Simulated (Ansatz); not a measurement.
An input for Ansatz 0.2.0 (Ge2Sb2Te5 (P-3m1)):

```yaml
crystal:
  lattice:
    - [4.2940644248, 0.0, 0.0]
    - [-2.1470322124, 3.7187688774, 0.0]
    - [0.0, 0.0, 17.101346]
  atoms:
    - { symbol: Ge, position: [0.33333333, 0.66666667, 0.897105] }
    - { symbol: Ge, position: [0.66666667, 0.33333333, 0.102895] }
    - { symbol: Sb, position: [0.0, 0.0, 0.679932] }
    - { symbol: Sb, position: [0.0, 0.0, 0.320068] }
    - { symbol: Te, position: [0.0, 0.0, 0.0] }
    - { symbol: Te, position: [0.66666667, 0.33333333, 0.798458] }
    - { symbol: Te, position: [0.33333333, 0.66666667, 0.201542] }
    - { symbol: Te, position: [0.33333333, 0.66666667, 0.580108] }
    - { symbol: Te, position: [0.66666667, 0.33333333, 0.419892] }
kpoints:
  mp_grid: { grid: [6, 6, 2] }
hamiltonian:
  xc:
    exchange: pbe
    correlation: pbe
    exx: { coeff: 0.35, omega: 0.2078 }
  pseudopotentials: { kind: paw, azcp: { folder: soft_1 } }
scf:
  occupations: { method: fixed }
gw:
  n_empty_bands: 1027
  ecut_chi: 140.0
  qp_bands: [v3, c3]
  qp_kpoints: band_edges
  screening: { model: contour_deformation }
```

```sh
ansatz run input.yaml --threads 2 --pin off --max-ram 92160MiB --backend cuda --events-out ev --progress --plain --runs-dir out --devices 1 --max-vram 13GiB
```

Q: Estimate wall time and host memory on 1 × NVIDIA H100 80GB HBM3 (shared by 6 runs) with 2 threads of AMD EPYC 7R13 (Zen 3), shared host.

It took 8.4 min; on shared hardware allow 4.2 min to 17 min. Peak host memory was 6.4 GiB. The sizes that set the cost: 5295 plane waves a state, 14 irreducible k points, 1096 bands summed, 999 plane waves in the screening and 24 SCF cycles.

The screening grows as filled bands × empty bands × pairs of k points, times the square of the screening basis for the matrix.

[Paths, hosts, dates, memory and timing lines, banners, echoed tables and standing remarks are left out of the program output.]

[Logs are printed without paths, hosts, clocks, repeated set-up lines and the standing remarks that a program may print on its own settings, such as how far it seeks lower states.]

[Runs of the session that timed out or met a known fault of the program may be left out.]

[Cells called generated may have been cut or substituted from an entry of the Crystallography Open Database or the Materials Project.]

[Hosts, paths, dates, database ids (printed as entryN), source tags and the programs' standing remarks are cut or masked in the printed files.]
